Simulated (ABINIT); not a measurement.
# SrTiO3 (Tausonite): G0W0 with ABINIT, start to end, part 3 of 3

Wanted: ground state, empty states, screening and self-energy for SrTiO3 (Tausonite).

ABINIT 10.8.3; PBE and many-body steps on it, plane waves. Known limits of the many-body steps: not at the basis limit; no spin-orbit coupling; coarse k mesh.

So far. Step 4 (Empty states on the mesh, 4×4×4 mesh, 730 bands): On this mesh the gap is 1.908 eV. Step 5 (Screening, 4×4×4 mesh, 504 bands, screening to 292.8 eV): Local fields lower ε∞ by 6 %. On a Γ-centred mesh this coarse the value itself is usually too large, while a short band sum pulls it down.

### 6. Self-energy, 4×4×4 mesh, 504 bands, screening to 292.8 eV

The self-energy is evaluated for the states that the input lists, and the levels follow from it, in one-shot runs by the linearised quasiparticle equation.

This step: G0W0 on PBE, plane waves, norm-conserving pseudopotentials.

File run.abi:

```
acell 3*1.0 Angstrom
rprim 
  3.905280000000 0.000000000000 0.000000000000
  0.000000000000 3.905280000000 0.000000000000
  0.000000000000 0.000000000000 3.905280000000
ntypat 3
znucl 38 22 8
natom 5
typat 1 2 3 3 3
xred 
  0.500000000000 0.500000000000 0.500000000000
  0.000000000000 0.000000000000 0.000000000000
  0.500000000000 0.000000000000 0.000000000000
  0.000000000000 0.500000000000 0.000000000000
  0.000000000000 0.000000000000 0.500000000000
pp_dirpath "pseudos"
pseudos "Sr.upf, Ti.upf, O.upf"
ecut 38
ngkpt 4 4 4
nshiftk 1
shiftk 0 0 0
kptopt 1
chksymbreak 0
istwfk *1
occopt 1
irdwfk 1
optdriver 4
nband 504
gwcalctyp 0
ecutsigx 38
symsigma 1
nkptgw 4
kptgw 
  0.5000000000 0.5000000000 0.5000000000
  0.0000000000 0.0000000000 0.0000000000
  0.5000000000 0.0000000000 0.0000000000
  0.5000000000 0.5000000000 0.0000000000
bdgw 
  18 23
  18 23
  19 23
  18 22
ecuteps 10.76
irdscr 1
ppmodel 1
indata_prefix "in"
outdata_prefix "out"
tmpdata_prefix "tmp"
```

Run with:

```sh
$ OMP_NUM_THREADS=1 mpirun -n 4 abinit run.abi > log
```

Numbers of over 12 decimals in the logs are rounded to 6 here.

What it wrote:

```text
.Version 10.8.3 of ABINIT. v10.8.2 released Aug 2026.

 Symmetries : space group Pm -3 m (#221); Bravais cP (primitive cubic)
[... echo of the input left out ...]
== DATASET  1 ==================================================================
-   mpi_nproc: 4, omp_nthreads: 1 (-1 if OMP is not activated)

--- !DatasetInfo
iteration_state: {dtset: 1, }
dimensions: {natom: 5, nkpt: 10, mband: 504, nsppol: 1, nspinor: 1, nspden: 1, mpw: 4632, }
cutoff_energies: {ecut:  38.0, pawecutdg:  -1.0, }
electrons: {nelect:   4.00000000E+01, charge:   0.00000000E+00, occopt:   1.00000000E+00, tsmear:   1.00000000E-02, }

 SIGMA: Calculation of the GW corrections

 Based on a program developped by R.W. Godby, V. Olevano, G. Onida, and L. Reining.
 Incorporated in ABINIT by V. Olevano, G.-M. Rignanese, and M. Torrent.
.Using double precision arithmetic ; gwpc =  8

[... cell and pseudopotentials left out ...]
--------------------------------------------------------------------------------

 ==== K-mesh for the wavefunctions ====
 Number of points in the irreducible wedge :    10
[... list of points left out ...]
 Together with 48 symmetry operations and time-reversal symmetry
 yields    64 points in the full Brillouin Zone.

 ==== Q-mesh for screening function ====
 Number of points in the irreducible wedge :    10
[... list of points left out ...]
 Together with 48 symmetry operations and time-reversal symmetry
 yields    64 points in the full Brillouin Zone.

 vcoul_init : cutoff-mode = AUXILIARY_FUNCTION
 q-points for optical limit:   1
     1)      0.000010    0.000020    0.000030
 setmesh: FFT mesh size selected  =    45x   45x   45
          total number of points  =        91125

 Number of electrons calculated from density =   40.0000; Expected =   40.0000
 average of density, n =  0.099519
 r_s =    1.3387
 omega_plasma =   30.4305 [eV]

 === KS Band Gaps ===
  >>>> For spin  1
   Minimum direct gap =   2.2628 [eV], located at k-point      :   0.0000  0.0000  0.0000
   Fundamental gap    =   1.9077 [eV], Top of valence bands at :   0.5000  0.5000  0.5000
                                       Bottom of conduction at :   0.0000  0.0000  0.0000
 SIGMA fundamental parameters:
 PLASMON POLE MODEL  1
 number of plane-waves for SigmaX                 4457
 number of plane-waves for SigmaC and W            691
 number of plane-waves for wavefunctions          4457
 number of bands                                   504
 number of independent spin polarizations            1
 number of spinorial components                      1
 number of k-points in IBZ                          10
 number of q-points in IBZ                          10
 number of symmetry operations                      48
 number of k-points in BZ                           64
 number of q-points in BZ                           64
 number of frequencies for dSigma/dE                 9
 frequency step for dSigma/dE [eV]                0.25
 number of omega for Sigma on real axis              0
 max omega for Sigma on real axis  [eV]           0.00
 zcut for avoiding poles [eV]                     0.10

 EPSILON^-1 parameters (SCR file):
 dimension of the eps^-1 matrix on file            691
 dimension of the eps^-1 matrix used               691
 number of plane-waves for wavefunctions          4457
 number of bands                                   504
 number of q-points in IBZ                          10
 number of frequencies                               2
 number of real frequencies                          1
 number of imag frequencies                          1

 matrix elements of self-energy operator (all in [eV])

 Perturbative Calculation

--- !SelfEnergy_ee
iteration_state: {dtset: 1, }
kpoint     : [   0.500,    0.500,    0.500, ]
spin       : 1
KS_gap     :    4.517
QP_gap     :    6.336
Delta_QP_KS:    1.819
data: !SigmaeeData |
     Band     E0 <VxcDFT>   SigX SigC(E0)      Z dSigC/dE  Sig(E)    E-E0       E
       18   6.925 -20.195 -25.189   4.396   0.764  -0.310 -20.652  -0.457   6.468
       19   6.925 -20.195 -25.189   4.396   0.764  -0.310 -20.652  -0.457   6.468
       20   6.925 -20.195 -25.189   4.396   0.764  -0.310 -20.652  -0.457   6.468
       21  11.442 -21.983 -12.959  -7.187   0.741  -0.349 -20.621   1.362  12.804
       22  11.442 -21.983 -12.959  -7.187   0.741  -0.349 -20.621   1.362  12.804
       23  11.442 -21.983 -12.959  -7.187   0.741  -0.349 -20.621   1.362  12.804

--- !SelfEnergy_ee
iteration_state: {dtset: 1, }
kpoint     : [   0.000,    0.000,    0.000, ]
spin       : 1
KS_gap     :    2.263
QP_gap     :    3.836
Delta_QP_KS:    1.573
data: !SigmaeeData |
     Band     E0 <VxcDFT>   SigX SigC(E0)      Z dSigC/dE  Sig(E)    E-E0       E
       18   6.570 -20.542 -25.366   4.194   0.769  -0.301 -21.026  -0.484   6.086
       19   6.570 -20.542 -25.366   4.194   0.769  -0.301 -21.026  -0.484   6.086
       20   6.570 -20.542 -25.366   4.194   0.769  -0.301 -21.026  -0.484   6.086
       21   8.833 -18.883 -11.450  -6.034   0.778  -0.285 -17.794   1.089   9.922
[...]
--- !SelfEnergy_ee
iteration_state: {dtset: 1, }
kpoint     : [   0.500,    0.000,    0.000, ]
spin       : 1
KS_gap     :    2.804
QP_gap     :    4.481
Delta_QP_KS:    1.678
data: !SigmaeeData |
     Band     E0 <VxcDFT>   SigX SigC(E0)      Z dSigC/dE  Sig(E)    E-E0       E
[...]
--- !SelfEnergy_ee
iteration_state: {dtset: 1, }
kpoint     : [   0.500,    0.500,    0.000, ]
spin       : 1
KS_gap     :    3.925
QP_gap     :    5.677
Delta_QP_KS:    1.753
data: !SigmaeeData |
     Band     E0 <VxcDFT>   SigX SigC(E0)      Z dSigC/dE  Sig(E)    E-E0       E
       18   5.371 -18.497 -23.882   4.487   0.766  -0.306 -19.185  -0.688   4.684
       19   5.371 -18.497 -23.882   4.487   0.766  -0.306 -19.185  -0.688   4.684
       20   6.839 -20.001 -24.995   4.378   0.764  -0.309 -20.472  -0.470   6.369
       21  10.764 -21.573 -13.350  -6.506   0.747  -0.339 -20.290   1.282  12.046
       22  10.764 -21.573 -13.350  -6.506   0.747  -0.339 -20.290   1.282  12.046

== END DATASET(S) ==============================================================
================================================================================

 -outvars: echo values of variables after computation  --------
           etotal      0.0000000000E+00
            nband         504
             nkpt          10
          spgroup         221
 [... the other variables as echoed above ...]

 Calculation completed.
```

Wall time 14 min (4 MPI ranks of Arm Neoverse V1, shared host); peak memory 4.5 GiB.

This step gave:

- G0W0 gap on the mesh: 3.454 eV
- starting gap on the mesh: 1.908 eV
- k of the valence top: 0.5, 0.5, 0.5
- k of the conduction bottom: 0, 0, 0
- Z at the valence top: 0.764
- Z at the conduction bottom: 0.778
- least direct G0W0 gap on the computed points: 3.836 eV

The gap on the mesh goes from 1.91 eV to 3.45 eV, a correction of +1.55 eV.

Limits: finite bands, cutoff and mesh; no spin-orbit coupling; coarse k mesh. v1 is the top filled band, c1 the lowest empty one. Levels before and after the correction, in eV, zero at the valence-band top of each column:

```tsv
	conduction bottom	valence top
Kohn-Sham	1.91	0.00
G0W0	3.45	0.00
```

```tsv
	level	energy (eV)
Kohn-Sham	(0.5 0.5 0.5) v3-v1	0.000
Kohn-Sham	(0.5 0.5 0.5) c1-c3	4.517
Kohn-Sham	Γ v3-v1	-0.355
Kohn-Sham	Γ c1-c3	1.908
G0W0	(0.5 0.5 0.5) v3-v1	0.000
G0W0	(0.5 0.5 0.5) c1-c3	6.336
G0W0	Γ v3-v1	-0.382
G0W0	Γ c1-c3	3.454
```

### 7. Where the time went

Times are wall times on 4 MPI ranks of Arm Neoverse V1, shared host, good to a factor of about two.

```tsv
step	time	share	memory (GiB)
ground state	37 s	2 %	0.34
bands along the symmetry lines	38 s	2 %	0.37
empty states on the mesh	3.4 min	9 %	4.8
screening	18 min	49 %	3.9
self-energy	14 min	38 %	4.5
```

### 8. Summary of results

| Item | Value |
| --- | --- |
| PBE gap | 1.91 eV, indirect |
| G0W0 gap on the mesh | 3.45 eV |
| GW settings | 4×4×4 mesh, 504 bands, screening to 292.8 eV, Godby-Needs plasmon pole |
| known limits | not at the basis limit; no spin-orbit coupling; coarse k mesh |

**Reading.** G0W0 moves the gap on the mesh from 1.91 eV to 3.45 eV (+1.55 eV), with Z of 0.76 and 0.78 at the edges. Local fields lower the RPA ε∞ on this mesh from 6.78 to 6.39; a Γ-centred mesh this coarse tends to raise both, most where the direct gap is narrow, while a short band sum lowers them. Against experiment, by G0W0@PBE: the direct gap of 3.84 eV lies +0.07 eV from the measured 3.77 eV (direct, 300 K, 2013). An exciton line or allowed optical edge lies below the quasiparticle gap by the binding energy; a forbidden edge can push the onset above it. The calculation has static nuclei and no excitons; a measured gap holds zero-point and thermal motion, which mostly lowers it. Bands and cutoff are finite, so the gap is not at the basis limit. The miss can reach some tenths of an eV and take either sign; the mesh is an error of its own. The 4×4×4 mesh is coarse for this cell, which bears on the long-range parts of exchange and screening. This is the ideal cubic cell; many perovskites, halides above all, are cubic only on average, and local tilts or off-centring can widen the gap. The many-body steps are scalar-relativistic: spin-orbit coupling is not in them.

[Paths, hosts, dates, memory and timing lines, banners, echoed tables and standing remarks are left out of the program output.]

[Logs are printed without paths, hosts, clocks, repeated set-up lines and the standing remarks that a program may print on its own settings, such as how far it seeks lower states.]

[Runs of the session that timed out or met a known fault of the program may be left out.]

[Hosts, paths, dates, database ids (printed as entryN), source tags and the programs' standing remarks are cut or masked in the printed files.]

[G0W0 gaps are taken among the corrected bands and points alone; a level outside them can change the order at an edge.]

[Where Ansatz stands beside ABINIT at settings called matched, ABINIT's density can come from a denser mesh and the files from another edition; pairs whose starting gaps differed by over 0.03 eV were left out, so agreement reads better than it is.]
